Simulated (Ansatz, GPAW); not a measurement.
**TiGe2N4 monolayer in an electric field**

Aim: the dipole that a field along the normal induces in TiGe2N4 monolayer.

Method: Ansatz plane waves; layer without images along its normal, relaxation of atoms and in-plane cell, in the first sound run; inputs show where later runs differ, in GPAW 26.7.0 and Ansatz 0.2.0.

**1. The starting structure**

The cell holds 7 atoms: 4 N, 2 Ge and 1 Ti. Its edges and angles: a = 3.020 Å, b = 3.020 Å, c = 25.302 Å, α = 90.0°, β = 90.0°, γ = 120.0°. Vacuum lies along c.

Structure file:

```xyz
7
Lattice="3.0200 0.0000 0.0000 -1.5100 2.6154 0.0000 0.0000 0.0000 25.3024" Properties=species:S:1:pos:R:3
N     0.0000    0.0000    9.0000
Ge    0.0000    1.7436    9.5878
N     0.0000    1.7436   11.4278
Ti    0.0000    0.0000   12.6512
N     0.0000    1.7436   13.8746
Ge    0.0000    1.7436   15.7146
N     0.0000    0.0000   16.3024
```

**2. Relaxing the atoms**

The atoms are relaxed first, since the surface dipole, and with it the work function, follows the positions of the outer layers.

Input file input.yaml:

```yaml
crystal:
  lattice:
    - [3.02, 0.0, 0.0]
    - [-1.51, 2.6153967194, 0.0]
    - [0.0, 0.0, 25.3023765639]
  atoms:
    - { symbol: "N", position: [0.0, 0.0, 0.3556978127] }
    - { symbol: Ge, position: [0.3333333333, 0.6666666667, 0.3789274142] }
    - { symbol: "N", position: [0.3333333333, 0.6666666667, 0.4516478559] }
    - { symbol: Ti, position: [0.0, 0.0, 0.5] }
    - { symbol: "N", position: [0.3333333333, 0.6666666667, 0.5483521441] }
    - { symbol: Ge, position: [0.3333333333, 0.6666666667, 0.6210725858] }
    - { symbol: "N", position: [0.0, 0.0, 0.6443021873] }
  periodic: [true, true, false]
kpoints:
  mp_grid: { grid: [12, 12, 1] }
hamiltonian:
  xc: pbe
scf:
  occupations: { method: fermi_dirac, width: 0.05 }
relax:
  f_tol: 0.01
  max_steps: 90
  cell: {}
```

Launch:

```
ansatz run input.yaml --threads 4 --pin off --max-ram 8192MiB --backend cpu --events-out ev --progress --plain --runs-dir out
```

Numbers of over 12 decimals in the logs are rounded to 6 here.

The program printed:

```text
Warning: crystal.periodic: the lattice vector that does not repeat stood 0.000° off the slab's normal, 25.302 Å along it as the deck builds it. The run solves the slab on a vector along the normal, 38.405 Å long, with every atom where it was (on the deck's vector they left 18.00 Å outside them, and the widest stretch free of ions among them is 1.84 Å). A fractional position that the run reports is one of the run's ce [...]
crystal.periodic: the lattice vector that does not repeat stood 0.000° off the slab's normal, 25.302 Å along it as the deck builds it. The run solves the slab on a vector along the normal, 38.405 Å long, with every atom where it was (on the deck's vector they left 18.00 Å outside them, and the widest stretch free of ions among them is 1.84 Å). A fractional position that the run reports is one of the run's cell, which [...]
Engine: ansatz 0.2.0, x86_64-unknown-linux-gnu
Pseudopotentials: kind: paw
Pseudopotential: N, paw, valence charge 5, recommended cutoff 420 eV (normal), N.paw.azcp
Pseudopotential: Ge, paw, valence charge 14, recommended cutoff 420 eV (normal), Ge.paw.azcp
Pseudopotential: Ti, paw, valence charge 12, recommended cutoff 420 eV (normal), Ti.paw.azcp
Functional definition: PBE
  parameter kappa = 0.804
  parameter beta = 0.066725
  exchange = pbe_x(kappa = kappa, mu = beta*pi^2/3)
  correlation = pbe_c(beta = beta)
Crystal: 7 atoms, lattice volume = 303.340 Å³
Basis set: ecut = 420 eV, 5829 PW (Γ), exchange–correlation on 48×48×540 points (8 copies of the dense FFT grid, shifted against one another)
Bands: 37, of which v1, the nominal top of the filled ones, is band 30 counted from 1 (29 counted from 0)
Symmetry: 12 space group operations
Space group: P-6m2 (ITA 187), of the structure as read, at distance tolerance 6.7e-5 Å
k-points: 19 of 144 (time reversal used)
Non-local potential: N, projectors of the file, l = 0: 2, l = 1: 2, l = 2: 1
Non-local potential: Ge, projectors of the file, l = 0: 2, l = 1: 2, l = 2: 3, l = 3: 1
Non-local potential: Ti, projectors of the file, l = 0: 3, l = 1: 2, l = 2: 3, l = 3: 1
PAW form: soft (Blöchl's): semilocal exchange-correlation on the pseudo side does not see the compensation charge
PAW one-centre angular grid: N, 110 points (default); XC on 64 Gauss nodes
PAW one-centre angular grid: Ge, 590 points (default); XC on 64 Gauss nodes
PAW one-centre angular grid: Ti, 590 points (default); XC on 64 Gauss nodes
Initial density: superposition of atomic densities (neutral atoms: chi_scale 0, normalization atom), corrected by the library's trained network
Initial wavefunctions: pseudopotential atomic-orbital guess
Functional: x = pbe(κ = 0.804, μ = 0.219515), c = pbe(β = 0.066725)
SCF iter   1: F=—  HF=-12627.949362 eV  |F-HF|=—  |Δ(HF+E_count)|=         —  Δρ=2.59e-3  dr2=4.99e-2  ethr=1.77e-3  ⟨swp⟩=10.6  Hψ=4243  notcnv=0  defer=14
preconditioner: auto → Resta (q_TF=auto, 2.083 Å⁻¹)  ε∞=1.8  [insulator: Δε(μ)=1.450 eV  Ē_g=17.215 eV  σ=0.050 eV  W_gap=1.00  n_scr=24 (ndim 8)  ℏωp=15.4 eV  f_vac=0.727  D(μ)=0.00/eV (n_scr^D=0)  ε∞_Penn≈1.8  vacuum switching on, ρ_ref=2.1e-2 e/Å³]
SCF iter   2: F=—  HF=-12627.951894 eV  |F-HF|=—  |Δ(HF+E_count)|=   2.53e-3  Δρ=3.81e-3  dr2=7.89e-2  ethr=8.31e-5  ⟨swp⟩=3.8  Hψ=1754  notcnv=0  defer=35
SCF iter   3: F=—  HF=-12627.944153 eV  |F-HF|=—  |Δ(HF+E_count)|=   7.74e-3  Δρ=1.45e-3  dr2=1.04e-2  ethr=8.31e-5  ⟨swp⟩=2.6  Hψ=967  notcnv=0  defer=35
SCF iter   4: F=—  HF=-12627.944882 eV  |F-HF|=—  |Δ(HF+E_count)|=   7.30e-4  Δρ=6.08e-4  dr2=1.89e-3  ethr=1.73e-5  ⟨swp⟩=3.1  Hψ=1175  notcnv=0  defer=35
SCF iter   5: F=—  HF=-12627.944782 eV  |F-HF|=—  |Δ(HF+E_count)|=   9.98e-5  Δρ=1.66e-4  dr2=4.96e-5  ethr=3.15e-6  ⟨swp⟩=3.0  Hψ=1107  notcnv=0  defer=35
SCF iter   6: F=—  HF=-12627.944798 eV  |F-HF|=—  |Δ(HF+E_count)|=   1.61e-5  Δρ=6.48e-5  dr2=6.03e-6  ethr=8.26e-8  ⟨swp⟩=3.1  Hψ=1542  notcnv=0  defer=35
SCF iter   7: F=—  HF=-12627.944804 eV  |F-HF|=—  |Δ(HF+E_count)|=   5.62e-6  Δρ=1.23e-5  dr2=3.63e-7  ethr=1.01e-8  ⟨swp⟩=3.0  Hψ=1449  notcnv=0  defer=35
SCF iter   8: F=-12627.944805 eV  HF=-12627.944804 eV  |F-HF|=1.30e-7  |Δ(HF+E_count)|=   4.40e-7  Δρ=4.59e-6  dr2=4.66e-8  ethr=1.67e-10  ⟨swp⟩=7.5  Hψ=3287  notcnv=0
SCF 1 converged in 8 iterations: F = -12627.944805 eV  dr2 = 4.66e-8
  greatest PAW one-centre occupation: 0.999 electrons in one spin orbital (limit 2), on the Ti atom at site 3 (counted from 0), in its partial waves of l = 0
relax step   1: F+E_penalty+E_count = -12627.94480462 eV  Δ(F+E_penalty+E_count) = +0.000e0 eV  max|allowed force component| = 2.134e0 eV/Å  Δτ_max = 0.0000 Å  P = +6.698 N/m  Ω = 303.340 Å³  fix = [c, alpha, beta]  reactions: c +0.000 N/m  (8 SCF iters, dr2 threshold 1.00e-7 eV, accepted)
Crystal: 7 atoms, lattice volume = 312.081 Å³
Basis set: ecut = 420 eV, 6081 PW (Γ), exchange–correlation on 48×48×540 points (8 copies of the dense FFT grid, shifted against one another)
Initial density: handed on by an earlier stage of this run
Initial wavefunctions: those handed on with the density
iter 1 solved again at ethr=5.69e-4 eV; its pass at ethr=3.10e-3 eV (dr2=3.41e-1 eV) is discarded
SCF iter   1: F=—  HF=-12628.139220 eV  |F-HF|=—  |Δ(HF+E_count)|=         —  Δρ=1.08e-2  dr2=3.41e-1  ethr=5.69e-4  ⟨swp⟩=2.5  Hψ=4934  notcnv=0
preconditioner: auto → Resta (q_TF=auto, 2.073 Å⁻¹)  ε∞=1.8  [insulator: Δε(μ)=1.064 eV  Ē_g=17.021 eV  σ=0.050 eV  W_gap=1.00  n_scr=24 (ndim 8)  ℏωp=15.2 eV  f_vac=0.736  D(μ)=0.00/eV (n_scr^D=0)  ε∞_Penn≈1.8  vacuum switching on, ρ_ref=2.1e-2 e/Å³]
SCF iter   2: F=—  HF=-12628.127176 eV  |F-HF|=—  |Δ(HF+E_count)|=   1.20e-2  Δρ=8.57e-3  dr2=3.55e-1  ethr=5.69e-4  ⟨swp⟩=4.1  Hψ=1472  notcnv=0
SCF iter   3: F=—  HF=-12628.079280 eV  |F-HF|=—  |Δ(HF+E_count)|=   4.79e-2  Δρ=4.42e-3  dr2=4.55e-2  ethr=5.69e-4  ⟨swp⟩=3.8  Hψ=1294  notcnv=0  defer=31
SCF iter   4: F=—  HF=-12628.073599 eV  |F-HF|=—  |Δ(HF+E_count)|=   5.68e-3  Δρ=1.44e-3  dr2=4.04e-3  ethr=7.58e-5  ⟨swp⟩=2.8  Hψ=1155  notcnv=0  defer=31
SCF iter   5: F=—  HF=-12628.073751 eV  |F-HF|=—  |Δ(HF+E_count)|=   1.52e-4  Δρ=4.42e-4  dr2=6.71e-4  ethr=6.73e-6  ⟨swp⟩=3.3  Hψ=1330  notcnv=0  defer=31
SCF iter   6: F=—  HF=-12628.073768 eV  |F-HF|=—  |Δ(HF+E_count)|=   1.75e-5  Δρ=1.30e-4  dr2=4.67e-5  ethr=1.12e-6  ⟨swp⟩=3.1  Hψ=1251  notcnv=0  defer=31
SCF iter   7: F=—  HF=-12628.073769 eV  |F-HF|=—  |Δ(HF+E_count)|=   7.87e-7  Δρ=4.55e-5  dr2=3.13e-6  ethr=7.78e-8  ⟨swp⟩=3.0  Hψ=1251  notcnv=0  defer=31
[...]
SCF iter   3: F=—  HF=-12628.131121 eV  |F-HF|=—  |Δ(HF+E_count)|=   2.28e-3  Δρ=2.50e-3  dr2=2.65e-2  ethr=2.68e-5  ⟨swp⟩=3.2  Hψ=1464  notcnv=0
SCF iter   4: F=—  HF=-12628.127965 eV  |F-HF|=—  |Δ(HF+E_count)|=   3.16e-3  Δρ=7.62e-4  dr2=1.32e-3  ethr=2.68e-5  ⟨swp⟩=3.1  Hψ=1270  notcnv=0
SCF iter   5: F=—  HF=-12628.127836 eV  |F-HF|=—  |Δ(HF+E_count)|=   1.29e-4  Δρ=2.03e-4  dr2=8.29e-5  ethr=2.19e-6  ⟨swp⟩=2.9  Hψ=1268  notcnv=0  defer=2
SCF iter   6: F=—  HF=-12628.127773 eV  |F-HF|=—  |Δ(HF+E_count)|=   6.28e-5  Δρ=5.10e-5  dr2=1.30e-5  ethr=1.38e-7  ⟨swp⟩=3.3  Hψ=1340  notcnv=0  defer=2
SCF iter   7: F=—  HF=-12628.127774 eV  |F-HF|=—  |Δ(HF+E_count)|=   8.48e-7  Δρ=3.51e-5  dr2=3.59e-6  ethr=2.16e-8  ⟨swp⟩=2.9  Hψ=1206  notcnv=0  defer=2
SCF iter   8: F=-12628.127774 eV  HF=-12628.127774 eV  |F-HF|=1.23e-7  |Δ(HF+E_count)|=   2.08e-7  Δρ=1.30e-5  dr2=2.69e-7  ethr=1.17e-9  ⟨swp⟩=5.1  Hψ=3584  notcnv=0
SCF 3 converged in 8 iterations: F = -12628.127774 eV  dr2 = 2.69e-7
relax step   3: F+E_penalty+E_count = -12628.12777425 eV  Δ(F+E_penalty+E_count) = -5.400e-2 eV  max|allowed force component| = 1.553e-1 eV/Å  Δτ_max = 0.0771 Å  P = +0.736 N/m  Ω = 309.899 Å³  energy of the carried Pulay correction = -4.979e-3 eV  fix = [c, alpha, beta]  reactions: c +0.000 N/m  (8 SCF iters, dr2 threshold 7.00e-7 eV, accepted)
[...]
relax step   4: F+E_penalty+E_count = -12628.13099212 eV  Δ(F+E_penalty+E_count) = -3.218e-3 eV  max|allowed force component| = 3.120e-2 eV/Å  Δτ_max = 0.0181 Å  P = +0.275 N/m  Ω = 310.030 Å³  energy of the carried Pulay correction = -5.077e-3 eV  fix = [c, alpha, beta]  reactions: c +0.000 N/m  (7 SCF iters, dr2 threshold 7.00e-7 eV, accepted)
[...]
relax step   5: F+E_penalty+E_count = -12628.13093833 eV  Δ(F+E_penalty+E_count) = +5.379e-5 eV  max|allowed force component| = 3.602e-3 eV/Å  Δτ_max = 0.0021 Å  P = -0.023 N/m  Ω = 310.285 Å³  energy of the carried Pulay correction = -5.268e-3 eV  fix = [c, alpha, beta]  reactions: c -0.000 N/m  (7 SCF iters, dr2 threshold 6.31e-8 eV, accepted)
[...]
relax step   6: F+E_penalty+E_count = -12628.13699735 eV  Δ(F+E_penalty+E_count) = -6.059e-3 eV  max|allowed force component| = 3.619e-3 eV/Å  Δτ_max = 0.0000 Å  P = +0.122 N/m  Ω = 310.285 Å³  fix = [c, alpha, beta]  reactions: c +0.000 N/m  stress off target by 1.22e-1 N/m on what of the cell is left free  SCF on the basis re-selected at this cell (its energy is not comparable with the rows above)  (9 SCF iters)
[...]
relax step   7: F+E_penalty+E_count = -12628.13689420 eV  Δ(F+E_penalty+E_count) = +1.031e-4 eV  max|allowed force component| = 1.585e-3 eV/Å  Δτ_max = 0.0004 Å  P = -0.004 N/m  Ω = 310.440 Å³  energy of the carried Pulay correction = -1.183e-4 eV  fix = [c, alpha, beta]  reactions: c -0.000 N/m  (6 SCF iters, dr2 threshold 1.24e-8 eV, accepted)
iter 1 solved again at ethr=3.60e-7 eV; its pass at ethr=3.10e-3 eV (dr2=2.16e-4 eV) is discarded
SCF iter   1: F=—  HF=-12628.135865 eV  |F-HF|=—  |Δ(HF+E_count)|=         —  Δρ=5.57e-5  dr2=2.29e-7  ethr=3.60e-7  ⟨swp⟩=5.9  Hψ=6997  notcnv=0
eigensolver tolerance schedule: the retry pair's looser diagonalisation over-reported the residual by 941.96 of it (diagonalisation noise at 0.12 of the residual, at the tolerance the schedule requests for it); recorded, not acted on — ethr = c·dr2/N_el stays at c = 1.0e-1
preconditioner: auto → Resta (q_TF=auto, 2.075 Å⁻¹)  ε∞=1.8  [insulator: Δε(μ)=1.306 eV  Ē_g=17.052 eV  σ=0.050 eV  W_gap=1.00  n_scr=24 (ndim 8)  ℏωp=15.2 eV  f_vac=0.729  D(μ)=0.00/eV (n_scr^D=0)  ε∞_Penn≈1.8  vacuum switching on, ρ_ref=2.1e-2 e/Å³]
SCF iter   2: F=—  HF=-12628.136524 eV  |F-HF|=—  |Δ(HF+E_count)|=   6.60e-4  Δρ=2.81e-5  dr2=9.29e-8  ethr=3.81e-10  ⟨swp⟩=4.8  Hψ=2216  notcnv=0
SCF iter   3: F=—  HF=-12628.136873 eV  |F-HF|=—  |Δ(HF+E_count)|=   3.48e-4  Δρ=1.23e-5  dr2=9.83e-8  ethr=1.55e-10  ⟨swp⟩=4.5  Hψ=1717  notcnv=0
SCF iter   4: F=—  HF=-12628.137000 eV  |F-HF|=—  |Δ(HF+E_count)|=   1.27e-4  Δρ=2.67e-6  dr2=2.71e-8  ethr=1.55e-10  ⟨swp⟩=2.7  Hψ=1047  notcnv=0
SCF iter   5: F=—  HF=-12628.137012 eV  |F-HF|=—  |Δ(HF+E_count)|=   1.21e-5  Δρ=5.05e-7  dr2=8.96e-10  ethr=4.51e-11  ⟨swp⟩=3.1  Hψ=1037  notcnv=0
SCF iter   6: F=—  HF=-12628.137013 eV  |F-HF|=—  |Δ(HF+E_count)|=   7.76e-7  Δρ=1.64e-7  dr2=1.22e-10  ethr=1.49e-12  ⟨swp⟩=3.1  Hψ=1463  notcnv=0
SCF iter   7: F=-12628.137013 eV  HF=-12628.137013 eV  |F-HF|=3.38e-9  |Δ(HF+E_count)|=   1.78e-7  Δρ=4.26e-8  dr2=1.37e-11  ethr=1.00e-12  ⟨swp⟩=9.2  Hψ=4993  notcnv=0
SCF 8 converged in 7 iterations: F = -12628.137013 eV  dr2 = 1.37e-11
relax step   8: F+E_penalty+E_count = -12628.13701281 eV  Δ(F+E_penalty+E_count) = -1.186e-4 eV  max|allowed force component| = 1.605e-3 eV/Å  Δτ_max = 0.0000 Å  P = -0.003 N/m  Ω = 310.440 Å³  fix = [c, alpha, beta]  reactions: c -0.000 N/m  stress off target by 3.25e-3 N/m on what of the cell is left free  SCF on the basis re-selected at this cell (its energy is not comparable with the rows above)  (7 SCF iters)
basis re-selected at this cell: Δ(F+E_penalty+E_count) = -1.186e-4 eV, ΔP = +0.001 N/m vs the last step (what re-selecting the basis moved, of the pressure what is left beyond the Pulay correction that the steps carried, after the strain that the cell walked since its last selection, with what the two solves' SCF thresholds leave and, on support functions, any second-order correction that the steps lacked; it is no m [...]
SCF converged after 7 iterations
Free energy (F): -12628.137013 eV
Harris-Foulkes:  -12628.137013 eV  (|F-HF|=3.38e-9)
Internal energy: -12628.137012 eV  (E = F + TS)
E sigma→0 (E₀):  -12628.137012 eV
Entropy (-TS):   -0.000001 eV (-0.000 meV/atom)
Fermi energy:    -6.215252 eV
--- Per-component energies (eV) ---
  E_band       = -1393.780810
  E_kinetic    = 1016.637117
  E_local      = -270750.564963  (includes V_loc(G=0)·N_el)
  E_nonlocal   = 1033.651110
  E_hartree    = 134373.224974
  E_xc         = -488.775707
  E_vxc        = -556.857630  (∫ρ·V_xc dr)
  E_paw        = -5602.246432  (= ΣΔE_a)
  E_vpaw       = -883.099091  (= ΣTr[D̂ρ^β])
  E_aug_tail   = 0.000931  (compensation charges beyond the density's cutoff)
  E_ewald      = 127789.935958
  E_smearing   = -0.000001  (= −TS)
  E_closure    = -0.000000  (closes the sum)
  Σ components = -12628.137013   (vs F -12628.137013, Δ=0.00e0)
--- Forces (eV/Å), atoms counted from 1 ---
  atom   1  N      0.00000000    -0.00000000    -0.00064706
  atom   2  Ge    -0.00000000     0.00000000     0.00160455
  atom   3  N      0.00000000    -0.00000000     0.00013048
  atom   4  Ti     0.00000000    -0.00000000    -0.00000000
  atom   5  N      0.00000000    -0.00000000    -0.00013048
  atom   6  Ge     0.00000000     0.00000000    -0.00160455
  atom   7  N      0.00000000    -0.00000000     0.00064706
  max |Σ_I F_I| component: 6.66e-16 eV/Å
--- 2D stress c σ (N/m, compression-positive) ---
       -0.003251       0.000000       0.000000
        0.000000      -0.003251       0.000000
        0.000000       0.000000       0.000000
  P = ½ c Tr σ = -0.0033 N/m
--- Relaxed structure (6 steps of the walk, 6 accepted, 2 SCFs on fresh bases) ---
  F+E_penalty+E_count = -12628.13701281 eV   max|allowed force component| = 1.605e-3 eV/Å   (the final SCF, on the basis selected at the relaxed cell)
  cell:  # Å, volume = 310.4397 Å³
    - [3.055138, 0.0, 0.0]
    - [-1.527569, 2.645827, 0.0]
    - [0.0, 0.0, 38.404753]
  atoms:
    - { symbol: N, position: [0, -3.776268791417868e-18, 0.234247] }
    - { symbol: Ge, position: [0.333333, 0.666667, 0.250377] }
    - { symbol: N, position: [0.333333, 0.666667, 0.299480] }
    - { symbol: Ti, position: [0, -3.77626879141788e-18, 0.329417] }
    - { symbol: N, position: [0.333333, 0.666667, 0.359355] }
    - { symbol: Ge, position: [0.333333, 0.666667, 0.408457] }
    - { symbol: N, position: [0, -3.776268791417868e-18, 0.424588] }
```

The job ended after 40 s (4 threads of Intel Xeon Platinum 8259CL at 2.50GHz (Skylake/Cascade Lake), shared host; peak memory 0.79 GiB).

Step by step:

| step | energy less that of the first step (eV) | largest force component (eV/Å) | volume (Å³) |
| --- | --- | --- | --- |
| 1 | 0.0000 | 2.1344 | 303.34 |
| 2 | -0.1290 | 0.4236 | 312.08 |
| 3 | -0.1830 | 0.1553 | 309.90 |
| 4 | -0.1862 | 0.0312 | 310.03 |
| 5 | -0.1861 | 0.0036 | 310.29 |
| 6* | -0.1922 | 0.0036 | 310.29 |
| 7 | -0.1921 | 0.0016 | 310.44 |
| 8* | -0.1922 | 0.0016 | 310.44 |

Relaxation steps marked * repeat the geometry before them on a plane-wave basis chosen anew for their cell, so energy and pressure can jump there.

Forces are held to the 12 operations that the run works with; a distortion that breaks them can't arise in this run.

| cell as run | before | after | change |
| --- | --- | --- | --- |
| a (Å) | 3.020 | 3.055 | +1.2 % |
| b (Å) | 3.020 | 3.055 | +1.2 % |

The atoms that moved most (Å, along periodic axes as changes of fractional coordinates times the final cell, across vacuum about the mean position):

| atom | dx | dy | dz | length |
| --- | --- | --- | --- | --- |
| N3 | 0.000 | 0.000 | 0.074 | 0.074 |
| N5 | 0.000 | 0.000 | -0.074 | 0.074 |
| Ge2 | 0.000 | 0.000 | 0.028 | 0.028 |
| Ge6 | 0.000 | 0.000 | -0.028 | 0.028 |

This step gave:

- free energy: -12628.1370 eV
- gap by band count: 1.306 eV
- symmetry operations: 12

The relaxation lowered the energy of the cell by 0.192 eV.

(Part 1 of 3 ends here.)

[Logs are printed without paths, hosts, clocks, repeated set-up lines and the standing remarks that a program may print on its own settings, such as how far it seeks lower states.]

[Hosts, paths, dates, database ids (printed as entryN), source tags and the programs' standing remarks are cut or masked in the printed files.]
